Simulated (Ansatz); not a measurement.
# What Ba2C (model cell, started as cuprite) distorts into, part 2 of 3

Which phase does Ba2C (model cell, started as cuprite) fall into along its unstable mode, and how much energy does it gain?

Ansatz 0.2.0; DFT PBEsol, scalar-relativistic, plane waves, PAW.

So far, highest frequency on the path or at a solved wavevector (cm⁻¹): step 2 (phonons on a q mesh) 233. Also lowest frequency on the path (cm⁻¹): step 2 -132.

The structure was built from a prototype and need not be the compound's stable phase.

## (5) Energy along the mode, all amplitudes (two of the runs are shown above)

An imaginary frequency means negative curvature, so the energy should fall and then rise again as anharmonic terms take over.

Numbers from this step:

```
depth at the lowest point sampled  : 10.61 meV/atom
largest atomic shift at that point : 0.45 Å
```

Table of energy from the parent by largest atomic shift:

| largest atomic shift (Å) | energy from the parent (meV/atom) |
| --- | --- |
| 0.000 | 0 |
| 0.040 | -0.14 |
| 0.080 | -0.556 |
| 0.140 | -1.65 |
| 0.220 | -3.81 |
| 0.320 | -7.07 |
| 0.450 | -10.6 |
| 0.600 | -10.4 |

Displacement at unit largest shift by atom:

```
atom  x (Å)  y (Å)  z (Å)  size
  C1   0.00   0.00  -0.07  0.07
  C2   0.00   0.00   0.07  0.07
  C3   0.00   0.00  -1.00  1.00
  C4   0.00   0.00   1.00  1.00
 Ba5  -0.06  -0.06   0.01  0.08
 Ba6   0.06   0.06  -0.01  0.08
 Ba7   0.06   0.06   0.01  0.08
 Ba8  -0.06  -0.06  -0.01  0.08
 Ba9  -0.05   0.05   0.01  0.07
Ba10   0.05  -0.05  -0.01  0.07
Ba11   0.05  -0.05   0.01  0.07
Ba12  -0.05   0.05  -0.01  0.07
```

The lowest of the steps tried is at 0.45 Å, 10.6 meV/atom below the parent; the bottom of the well need not coincide with a step.

## (6) Relaxation from the frozen mode

Starting from the lowest point found, all atoms and the cell are let go, so that strain and other modes of the same symmetry can join in.

Contents of input.yaml:

```yaml
crystal:
  lattice:
    - [6.1820686643, 0.0, 0.0]
    - [0.0, 6.1820686643, 0.0]
    - [0.0, 0.0, 12.3641373286]
  atoms:
    - { symbol: C, position: [0.0, 0.0, -0.0026879974] }
    - { symbol: C, position: [0.0, 0.0, 0.5026879974] }
    - { symbol: C, position: [0.5, 0.5, 0.2136044159] }
    - { symbol: C, position: [0.5, 0.5, 0.7863955841] }
    - { symbol: Ba, position: [0.245845819, 0.245845819, 0.1254108505] }
    - { symbol: Ba, position: [0.254154181, 0.254154181, 0.6245891495] }
    - { symbol: Ba, position: [0.754154181, 0.754154181, 0.1254108505] }
    - { symbol: Ba, position: [0.745845819, 0.745845819, 0.6245891495] }
    - { symbol: Ba, position: [0.7464172317, 0.2535827683, 0.3753543375] }
    - { symbol: Ba, position: [0.7535827683, 0.2464172317, 0.8746456625] }
    - { symbol: Ba, position: [0.2535827683, 0.7464172317, 0.3753543375] }
    - { symbol: Ba, position: [0.2464172317, 0.7535827683, 0.8746456625] }
kpoints:
  mp_grid: { grid: [6, 6, 4] }
hamiltonian:
  xc: pbesol
scf:
  occupations: { method: methfessel_paxton, width: 0.2 }
output:
  forces: true
  stress: true
  eigenvalues: true
relax:
  adjacent_minimum: "off"
  f_tol: 0.002
  max_steps: 120
  cell: { stress_tol: 0.03 }
```

Run with:

```console
$ ansatz run input.yaml --threads 8 --pin off --max-ram 14336MiB --backend cpu --events-out ev --progress --plain --runs-dir out
```

Numbers of over 12 decimals in the logs are rounded to 6 here.

Log:

```text
[...]
Crystal: 12 atoms, lattice volume = 472.532 Å³
Basis set: ecut = 420 eV, 9261 PW (Γ), exchange–correlation on 90×90×180 points (8 copies of the dense FFT grid, shifted against one another)
Bands: 60, of which v1, the nominal top of the filled ones, is band 48 counted from 1 (47 counted from 0)
Symmetry: 4 space group operations
[...]
k-points: 39 of 144 (time reversal used)
[...]
SCF iter   1: F=—  HF=-47876.125842 eV  |F-HF|=—  |Δ(HF+E_count)|=         —  Δρ=8.62e-3  dr2=1.53e0  ethr=1.77e-3  ⟨swp⟩=11.4  Hψ=13241  notcnv=0
[...]
SCF iter   8: F=-47876.023362 eV  HF=-47876.023362 eV  |F-HF|=5.99e-9  |Δ(HF+E_count)|=   9.01e-8  S|Δr|=    0.00e0  Δρ=1.65e-6  dr2=3.22e-8  ethr=1.04e-10  ⟨swp⟩=12.2  Hψ=12379  notcnv=0
SCF 1 converged in 8 iterations: F = -47876.023362 eV  dr2 = 3.22e-8
[...]
relax step   1: F+E_penalty+E_count = -47876.02336178 eV  Δ(F+E_penalty+E_count) = +0.000e0 eV  max|allowed force component| = 1.869e-1 eV/Å  Δτ_max = 0.0000 Å  P = -0.273 GPa  Ω = 472.532 Å³  (8 SCF iters, dr2 threshold 1.00e-7 eV, accepted)
Crystal: 12 atoms, lattice volume = 458.267 Å³
Basis set: ecut = 420 eV, 8957 PW (Γ), exchange–correlation on 90×90×180 points (8 copies of the dense FFT grid, shifted against one another)
[...]
SCF iter   1: F=—  HF=-47876.371706 eV  |F-HF|=—  |Δ(HF+E_count)|=         —  Δρ=1.76e-2  dr2=4.06e0  ethr=3.10e-3  ⟨swp⟩=8.5  Hψ=9384  notcnv=0
[...]
SCF iter   8: F=-47875.937041 eV  HF=-47875.937041 eV  |F-HF|=2.21e-7  |Δ(HF+E_count)|=   1.43e-6  S|Δr|=    0.00e0  Δρ=7.99e-6  dr2=7.66e-7  ethr=1.25e-9  ⟨swp⟩=11.7  Hψ=13125  notcnv=0
SCF 2 converged in 8 iterations: F = -47875.937041 eV  dr2 = 7.66e-7
relax step   2: F+E_penalty+E_count = -47875.93704090 eV  Δ(F+E_penalty+E_count) = +8.632e-2 eV  max|allowed force component| = 3.967e-1 eV/Å  Δτ_max = 0.1929 Å  P = +0.023 GPa  Ω = 458.267 Å³  energy of the carried Pulay correction = +3.721e-3 eV  (8 SCF iters, dr2 threshold 1.20e-6 eV, rejected (line search))
Crystal: 12 atoms, lattice volume = 463.472 Å³
Basis set: ecut = 420 eV, 9053 PW (Γ), exchange–correlation on 90×90×180 points (8 copies of the dense FFT grid, shifted against one another)
[...]
SCF iter  12: F=-47876.076774 eV  HF=-47876.076774 eV  |F-HF|=7.28e-12  |Δ(HF+E_count)|=  7.28e-12  S|Δr|=    0.00e0  Δρ=2.31e-8  dr2=7.17e-12  ethr=1.00e-12  ⟨swp⟩=8.2  Hψ=10216  notcnv=0
SCF 3 converged in 12 iterations: F = -47876.076774 eV  dr2 = 7.17e-12
relax step   3: F+E_penalty+E_count = -47876.07677404 eV  Δ(F+E_penalty+E_count) = -5.341e-2 eV  max|allowed force component| = 5.491e-2 eV/Å  Δτ_max = 0.0802 Å  P = -0.054 GPa  Ω = 463.472 Å³  energy of the carried Pulay correction = +2.350e-3 eV  (12 SCF iters, accepted)
[... from here on, the SCF cycles and remarks between the steps are left out ...]
relax step   4: F+E_penalty+E_count = -47876.08091315 eV  Δ(F+E_penalty+E_count) = -4.139e-3 eV  max|allowed force component| = 1.232e-1 eV/Å  Δτ_max = 0.0828 Å  P = -0.010 GPa  Ω = 461.634 Å³  energy of the carried Pulay correction = +2.833e-3 eV  (8 SCF iters, dr2 threshold 1.88e-7 eV, accepted)
relax step   5: F+E_penalty+E_count = -47876.09713798 eV  Δ(F+E_penalty+E_count) = -1.622e-2 eV  max|allowed force component| = 1.437e-1 eV/Å  Δτ_max = 0.0368 Å  P = +0.018 GPa  Ω = 461.248 Å³  energy of the carried Pulay correction = +2.934e-3 eV  (7 SCF iters, dr2 threshold 9.49e-7 eV, accepted)
relax step   6: F+E_penalty+E_count = -47876.14446877 eV  Δ(F+E_penalty+E_count) = -4.733e-2 eV  max|allowed force component| = 2.709e-1 eV/Å  Δτ_max = 0.1017 Å  P = +0.058 GPa  Ω = 459.375 Å³  energy of the carried Pulay correction = +3.428e-3 eV  (7 SCF iters, dr2 threshold 1.20e-6 eV, accepted)
relax step   7: F+E_penalty+E_count = -47876.31815400 eV  Δ(F+E_penalty+E_count) = -1.737e-1 eV  max|allowed force component| = 5.116e-1 eV/Å  Δτ_max = 0.1929 Å  P = +0.068 GPa  Ω = 455.179 Å³  energy of the carried Pulay correction = +4.542e-3 eV  (8 SCF iters, dr2 threshold 1.20e-6 eV, accepted)
relax step   8: F+E_penalty+E_count = -47876.71632797 eV  Δ(F+E_penalty+E_count) = -3.982e-1 eV  max|allowed force component| = 7.376e-1 eV/Å  Δτ_max = 0.1976 Å  P = +0.046 GPa  Ω = 447.944 Å³  energy of the carried Pulay correction = +6.486e-3 eV  (8 SCF iters, dr2 threshold 1.20e-6 eV, accepted)
relax step   9: F+E_penalty+E_count = -47877.16081824 eV  Δ(F+E_penalty+E_count) = -4.445e-1 eV  max|allowed force component| = 8.424e-1 eV/Å  Δτ_max = 0.1777 Å  P = +0.122 GPa  Ω = 437.703 Å³  energy of the carried Pulay correction = +9.292e-3 eV  (8 SCF iters, dr2 threshold 1.20e-6 eV, accepted)
relax step  10: F+E_penalty+E_count = -47877.62544637 eV  Δ(F+E_penalty+E_count) = -4.646e-1 eV  max|allowed force component| = 4.434e-1 eV/Å  Δτ_max = 0.1953 Å  P = +0.094 GPa  Ω = 427.056 Å³  energy of the carried Pulay correction = +1.228e-2 eV  (9 SCF iters, dr2 threshold 1.20e-6 eV, accepted)
relax step  11: F+E_penalty+E_count = -47877.93052474 eV  Δ(F+E_penalty+E_count) = -3.051e-1 eV  max|allowed force component| = 5.795e-1 eV/Å  Δτ_max = 0.2000 Å  P = +0.247 GPa  Ω = 412.214 Å³  energy of the carried Pulay correction = +1.656e-2 eV  (7 SCF iters, dr2 threshold 1.20e-6 eV, accepted)
relax step  12: F+E_penalty+E_count = -47878.16716223 eV  Δ(F+E_penalty+E_count) = -2.366e-1 eV  max|allowed force component| = 6.933e-1 eV/Å  Δτ_max = 0.1948 Å  P = +0.115 GPa  Ω = 408.019 Å³  energy of the carried Pulay correction = +1.779e-2 eV  (8 SCF iters, dr2 threshold 1.20e-6 eV, accepted)
relax step  13: F+E_penalty+E_count = -47878.44044454 eV  Δ(F+E_penalty+E_count) = -2.733e-1 eV  max|allowed force component| = 8.441e-1 eV/Å  Δτ_max = 0.1947 Å  P = +0.087 GPa  Ω = 401.836 Å³  energy of the carried Pulay correction = +1.964e-2 eV  (8 SCF iters, dr2 threshold 1.20e-6 eV, accepted)
relax step  14: F+E_penalty+E_count = -47878.75249201 eV  Δ(F+E_penalty+E_count) = -3.120e-1 eV  max|allowed force component| = 9.515e-1 eV/Å  Δτ_max = 0.1945 Å  P = +0.044 GPa  Ω = 396.220 Å³  energy of the carried Pulay correction = +2.133e-2 eV  (8 SCF iters, dr2 threshold 1.20e-6 eV, accepted)
relax step  15: F+E_penalty+E_count = -47879.05954545 eV  Δ(F+E_penalty+E_count) = -3.071e-1 eV  max|allowed force component| = 9.454e-1 eV/Å  Δτ_max = 0.1943 Å  P = -0.003 GPa  Ω = 391.628 Å³  energy of the carried Pulay correction = +2.274e-2 eV  (8 SCF iters, dr2 threshold 1.20e-6 eV, accepted)
relax step  16: F+E_penalty+E_count = -47879.40306544 eV  Δ(F+E_penalty+E_count) = -3.435e-1 eV  max|allowed force component| = 7.691e-1 eV/Å  Δτ_max = 0.1983 Å  P = -0.159 GPa  Ω = 391.952 Å³  energy of the carried Pulay correction = +2.264e-2 eV  (8 SCF iters, dr2 threshold 1.20e-6 eV, accepted)
relax step  17: F+E_penalty+E_count = -47879.69171253 eV  Δ(F+E_penalty+E_count) = -2.886e-1 eV  max|allowed force component| = 3.484e-1 eV/Å  Δτ_max = 0.2000 Å  P = -0.089 GPa  Ω = 390.257 Å³  energy of the carried Pulay correction = +2.316e-2 eV  (10 SCF iters, dr2 threshold 1.20e-6 eV, accepted)
relax step  18: F+E_penalty+E_count = -47879.79889849 eV  Δ(F+E_penalty+E_count) = -1.072e-1 eV  max|allowed force component| = 1.129e-1 eV/Å  Δτ_max = 0.1714 Å  P = +0.190 GPa  Ω = 387.592 Å³  energy of the carried Pulay correction = +2.398e-2 eV  (9 SCF iters, dr2 threshold 1.20e-6 eV, accepted)
relax step  19: F+E_penalty+E_count = -47879.80760317 eV  Δ(F+E_penalty+E_count) = -8.705e-3 eV  max|allowed force component| = 1.176e-2 eV/Å  Δτ_max = 0.0775 Å  P = +0.045 GPa  Ω = 389.057 Å³  energy of the carried Pulay correction = +2.353e-2 eV  (7 SCF iters, dr2 threshold 7.97e-7 eV, accepted)
relax step  20: F+E_penalty+E_count = -47879.80763774 eV  Δ(F+E_penalty+E_count) = -3.457e-5 eV  max|allowed force component| = 2.824e-3 eV/Å  Δτ_max = 0.0128 Å  P = -0.023 GPa  Ω = 390.090 Å³  energy of the carried Pulay correction = +2.321e-2 eV  (7 SCF iters, dr2 threshold 1.08e-8 eV, accepted)
relax step  21: F+E_penalty+E_count = -47879.80779480 eV  Δ(F+E_penalty+E_count) = -1.571e-4 eV  max|allowed force component| = 4.452e-4 eV/Å  Δτ_max = 0.0028 Å  P = -0.002 GPa  Ω = 389.727 Å³  energy of the carried Pulay correction = +2.332e-2 eV  (7 SCF iters, dr2 threshold 4.98e-10 eV, accepted)
relax step  22: F+E_penalty+E_count = -47879.83010466 eV  Δ(F+E_penalty+E_count) = -2.231e-2 eV  max|allowed force component| = 6.895e-4 eV/Å  Δτ_max = 0.0000 Å  P = +0.059 GPa  Ω = 389.727 Å³  stress off target by 1.10e-1 GPa  SCF on the basis re-selected at this cell (its energy is not comparable with the rows above)  (7 SCF iters)
relax step  23: F+E_penalty+E_count = -47879.83135449 eV  Δ(F+E_penalty+E_count) = -1.250e-3 eV  max|allowed force component| = 4.640e-4 eV/Å  Δτ_max = 0.0004 Å  P = +0.013 GPa  Ω = 390.928 Å³  energy of the carried Pulay correction = -3.578e-4 eV  (6 SCF iters, dr2 threshold 3.03e-8 eV, accepted)
relax step  24: F+E_penalty+E_count = -47879.83136725 eV  Δ(F+E_penalty+E_count) = -1.276e-5 eV  max|allowed force component| = 4.452e-4 eV/Å  Δτ_max = 0.0004 Å  P = +0.000 GPa  Ω = 391.294 Å³  energy of the carried Pulay correction = -4.650e-4 eV  (8 SCF iters, accepted)
Basis set: ecut = 420 eV, 7661 PW (Γ), exchange–correlation on 96×96×120 points (8 copies of the dense FFT grid, shifted against one another)
[...]
SCF iter   4: F=-47879.831879 eV  HF=-47879.831879 eV  |F-HF|=7.28e-12  |Δ(HF+E_count)|=   3.70e-9  S|Δr|=    0.00e0  Δρ=6.71e-8  dr2=7.07e-12  ethr=1.00e-12  ⟨swp⟩=4.9  Hψ=10690  notcnv=0
SCF 25 converged in 4 iterations: F = -47879.831879 eV  dr2 = 7.07e-12
relax step  25: F+E_penalty+E_count = -47879.83187941 eV  Δ(F+E_penalty+E_count) = -5.122e-4 eV  max|allowed force component| = 4.359e-4 eV/Å  Δτ_max = 0.0000 Å  P = +0.002 GPa  Ω = 391.294 Å³  stress off target by 4.75e-3 GPa  SCF on the basis re-selected at this cell (its energy is not comparable with the rows above)  (4 SCF iters)
[...]
SCF converged after 4 iterations
[...]
Free energy (F): -47879.831879 eV
[...]
Internal energy: -47879.863098 eV  (E = F + TS)
E sigma→0 (E₀):  -47879.839684 eV
Entropy (-TS):   0.031219 eV (2.602 meV/atom)
Fermi energy:    8.183704 eV
[...]
--- Forces (eV/Å), atoms counted from 1 ---
  atom   1  C     -0.00000000    -0.00000000     0.00022050
  atom   2  C      0.00000000     0.00000000     0.00015887
  atom   3  C      0.00000000    -0.00000000     0.00026649
  atom   4  C     -0.00000000    -0.00000000     0.00007336
  atom   5  Ba     0.00029970     0.00029970    -0.00011097
  atom   6  Ba     0.00043588     0.00043588    -0.00034852
  atom   7  Ba    -0.00029970    -0.00029970    -0.00011097
  atom   8  Ba    -0.00043588    -0.00043588    -0.00034852
  atom   9  Ba    -0.00028445     0.00028445    -0.00006031
  atom  10  Ba     0.00004316    -0.00004316     0.00016018
  atom  11  Ba     0.00028445    -0.00028445    -0.00006031
  atom  12  Ba    -0.00004316     0.00004316     0.00016018
  max |Σ_I F_I| component: 3.25e-9 eV/Å
--- Stress (GPa, compression-positive) ---
        0.004259      -0.000495       0.000000
       -0.000495       0.004259      -0.000000
       -0.000000       0.000000      -0.002353
  P = ⅓ Tr σ = 0.0021 GPa (0.021 kbar)
--- Band table (eV; the first three rows and the last of 39) ---
  k-point 0: bands = [... 44 lower, 7.8539, 7.8540, 8.1137, 8.1649, 8.1650, 8.6054, 8.6056, 8.8694, ... 8 higher]
  k-point 1: bands = [... 44 lower, 7.8518, 8.0249, 8.0276, 8.0570, 8.0571, 8.3226, 8.7947, 9.0009, ... 8 higher]
  k-point 2: bands = [... 44 lower, 7.8765, 7.8765, 7.8765, 7.8766, 8.0194, 8.0194, 9.0538, 9.0538, ... 8 higher]
  k-point 38: bands = [... 44 lower, 7.5210, 7.5210, 7.5211, 7.5212, 8.3948, 8.3948, 8.3948, 8.3949, ... 8 higher]
--- Relaxed structure (23 steps of the walk, 22 accepted, 2 SCFs on fresh bases) ---
  F+E_penalty+E_count = -47879.83187941 eV   max|allowed force component| = 4.359e-4 eV/Å   (the final SCF, on the basis selected at the relaxed cell)
  cell:  # Å, volume = 391.2943 Å³
    - [6.756738, 0.000123047, 0]
    - [0.000123047, 6.756738, 0]
    - [0, 0, 8.570958]
  atoms:
    - { symbol: C, position: [0, -4.391770922805206e-19, 0.083310] }
    - { symbol: C, position: [0, -4.3917709228051825e-19, 0.583316] }
    - { symbol: C, position: [0.5, 0.5, 0.333344] }
    - { symbol: C, position: [0.5, 0.5, 0.833346] }
    - { symbol: Ba, position: [0.310458, 0.310458, 0.083342] }
    - { symbol: Ba, position: [0.310454, 0.310454, 0.583349] }
    - { symbol: Ba, position: [0.689542, 0.689542, 0.083342] }
    - { symbol: Ba, position: [0.689546, 0.689546, 0.583349] }
    - { symbol: Ba, position: [0.810469, 0.189531, 0.333328] }
    - { symbol: Ba, position: [0.810459, 0.189541, 0.833323] }
    - { symbol: Ba, position: [0.189531, 0.810469, 0.333328] }
    - { symbol: Ba, position: [0.189541, 0.810459, 0.833323] }
```

Run time: 6.5 min. Hardware: 8 threads of Arm Neoverse V2, shared host; peak memory 2 GiB.

The steps of the relaxation (22 of 25):

| step | energy less that of the first step (eV) | largest force component (eV/Å) | pressure (GPa) | volume (Å³) |
| --- | --- | --- | --- | --- |
| 1 | 0.0000 | 0.1869 | -0.27 | 472.53 |
| 2 | 0.0863 | 0.3967 | 0.02 | 458.27 |
| 3 | -0.0534 | 0.0549 | -0.05 | 463.47 |
| 4 | -0.0576 | 0.1232 | -0.01 | 461.63 |
| 6 | -0.1211 | 0.2709 | 0.06 | 459.38 |
| 7 | -0.2948 | 0.5116 | 0.07 | 455.18 |
| 8 | -0.6930 | 0.7376 | 0.05 | 447.94 |
| 9 | -1.1375 | 0.8424 | 0.12 | 437.70 |
| 10 | -1.6021 | 0.4434 | 0.09 | 427.06 |
| 11 | -1.9072 | 0.5795 | 0.25 | 412.21 |
| 12 | -2.1438 | 0.6933 | 0.12 | 408.02 |
| 14 | -2.7291 | 0.9515 | 0.04 | 396.22 |
| 15 | -3.0362 | 0.9454 | 0.00 | 391.63 |
| 16 | -3.3797 | 0.7691 | -0.16 | 391.95 |
| 17 | -3.6684 | 0.3484 | -0.09 | 390.26 |
| 18 | -3.7755 | 0.1129 | 0.19 | 387.59 |
| 19 | -3.7842 | 0.0118 | 0.04 | 389.06 |
| 20 | -3.7843 | 0.0028 | -0.02 | 390.09 |
| 22* | -3.8067 | 0.0007 | 0.06 | 389.73 |
| 23 | -3.8080 | 0.0005 | 0.01 | 390.93 |
| 24 | -3.8080 | 0.0004 | 0.00 | 391.29 |
| 25* | -3.8085 | 0.0004 | 0.00 | 391.29 |

Relaxation steps marked * repeat the geometry before them on a plane-wave basis chosen anew for their cell, so energy and pressure can jump there. Other such steps can lie between the rows shown. Relaxation step 2 was tried and not accepted.

Forces are held to the 4 operations that the run works with; a distortion that breaks them can't arise in this run.

| cell as run | before | after | change |
| --- | --- | --- | --- |
| a (Å) | 6.182 | 6.757 | +9.3 % |
| b (Å) | 6.182 | 6.757 | +9.3 % |
| c (Å) | 12.364 | 8.571 | -30.7 % |
| volume (Å³/atom) | 39.38 | 32.61 | -17.2 % |

The atoms that moved most (Å, as changes of fractional coordinates times the final cell):

| atom | dx | dy | dz | length |
| --- | --- | --- | --- | --- |
| C3 | 0.000 | 0.000 | 1.026 | 1.026 |
| C1 | 0.000 | 0.000 | 0.737 | 0.737 |
| Ba7 | -0.437 | -0.437 | -0.361 | 0.715 |
| Ba5 | 0.437 | 0.437 | -0.361 | 0.715 |
| Ba9 | 0.433 | -0.433 | -0.360 | 0.710 |
| Ba11 | -0.433 | 0.433 | -0.360 | 0.710 |
| C2 | 0.000 | 0.000 | 0.691 | 0.691 |
| Ba10 | 0.384 | -0.384 | -0.354 | 0.649 |

The relaxed structure:

```cif
data_structure
_symmetry_space_group_name_H-M 'P 1'
_symmetry_Int_Tables_number 1
_cell_length_a 6.7567
_cell_length_b 6.7567
_cell_length_c 8.5710
_cell_angle_alpha 90.000
_cell_angle_beta 90.000
_cell_angle_gamma 89.998
_cell_volume 391.29
loop_
_atom_site_label
_atom_site_type_symbol
_atom_site_fract_x
_atom_site_fract_y
_atom_site_fract_z
_atom_site_occupancy
C1 C 0.00000 0.00000 0.08331 1
C2 C 0.00000 0.00000 0.58332 1
C3 C 0.50000 0.50000 0.33334 1
C4 C 0.50000 0.50000 0.83335 1
Ba5 Ba 0.31046 0.31046 0.08334 1
Ba6 Ba 0.31045 0.31045 0.58335 1
Ba7 Ba 0.68954 0.68954 0.08334 1
Ba8 Ba 0.68955 0.68955 0.58335 1
Ba9 Ba 0.81047 0.18953 0.33333 1
Ba10 Ba 0.81046 0.18954 0.83332 1
Ba11 Ba 0.18953 0.81047 0.33333 1
Ba12 Ba 0.18954 0.81046 0.83332 1
```

Numbers from this step:

```yaml
pressure: 0.002055 GPa
volume_per_atom: 32.61 Å³
```

The distorted start has space group Cmm2; the relaxation ends in P4_2/mnm.

## (7) The new phase in its own primitive cell

The relaxed structure is symmetrised, reduced to its primitive cell and relaxed tightly, as its phonons need.

System of this step: Ba2C (model cell, started as cuprite). Symmetry: P4_2/mnm, No. 136, tetragonal system. Conventional cell: a = 6.757 Å, b = 6.757 Å, c = 4.285 Å, α = 90.00°, β = 90.00°, γ = 90.00°. C has 6 Ba at 2.81 to 2.97 Å nearest. Ba has 3 C at 2.81 to 2.97 Å nearest. Farther neighbours are not listed.

Contents of input.yaml:

```yaml
crystal:
  lattice:
    - [6.7567378421, 0.0, 0.0]
    - [0.0, 6.7567378421, 0.0]
    - [0.0, 0.0, 4.2854792459]
  atoms:
    - { symbol: C, position: [0.0, 0.0, 0.0] }
    - { symbol: C, position: [0.5, 0.5, 0.5] }
    - { symbol: Ba, position: [0.3104560035, 0.3104560035, 0.0] }
    - { symbol: Ba, position: [0.6895439965, 0.6895439965, 0.0] }
    - { symbol: Ba, position: [0.8104560035, 0.1895439965, 0.5] }
    - { symbol: Ba, position: [0.1895439965, 0.8104560035, 0.5] }
kpoints:
  mp_grid: { grid: [6, 6, 8] }
hamiltonian:
  xc: pbesol
scf:
  occupations: { method: methfessel_paxton, width: 0.2 }
output:
  forces: true
  stress: true
  eigenvalues: true
relax:
  adjacent_minimum: "off"
  f_tol: 0.001
  max_steps: 60
  cell: { stress_tol: 0.01 }
```

Log:

```text
[...]
Crystal: 6 atoms, lattice volume = 195.647 Å³
Basis set: ecut = 420 eV, 3847 PW (Γ), exchange–correlation on 96×96×60 points (8 copies of the dense FFT grid, shifted against one another)
Bands: 30, of which v1, the nominal top of the filled ones, is band 24 counted from 1 (23 counted from 0)
Symmetry: 16 space group operations
[...]
k-points: 50 of 288
[...]
cell:  # Å, volume = 195.6472 Å³
    - [6.7567378421, 0.0, 0.0]
    - [0.0, 6.7567378421, 0.0]
    - [0.0, 0.0, 4.2854792459]
  atoms:
    - { symbol: C, position: [0.0, 0.0, 0.0] }
    - { symbol: C, position: [0.5, 0.5, 0.5] }
    - { symbol: Ba, position: [0.310456, 0.310456, 0.0] }
    - { symbol: Ba, position: [0.6895439965, 0.6895439965, 0.0] }
    - { symbol: Ba, position: [0.810456, 0.189544, 0.5] }
    - { symbol: Ba, position: [0.189544, 0.810456, 0.5] }
[key lines of the parts left out:]
SCF converged after 6 iterations
Free energy (F): -23939.915941 eV
Fermi energy:    8.183693 eV
P = ⅓ Tr σ = 0.0019 GPa (0.019 kbar)
```

It took 5.4 s on 8 threads; peak memory 0.8 GiB.

Little changed from the start: no atom moved by 0.005 Å and no cell edge by 0.1 %.

Numbers from this step:

| Property | Result |
| --- | --- |
| pressure | 0.001934 GPa |

The largest force component left is 0.20 meV/Å and the pressure is 0.002 GPa, within the tolerances set. The cell now holds 32.61 Å³/atom.

(Part 2 of 3 ends here.)

[Logs are printed without paths, hosts, clocks, repeated set-up lines and the standing remarks that a program may print on its own settings, such as how far it seeks lower states.]

[Hosts, paths, dates, database ids (printed as entryN), source tags and the programs' standing remarks are cut or masked in the printed files.]
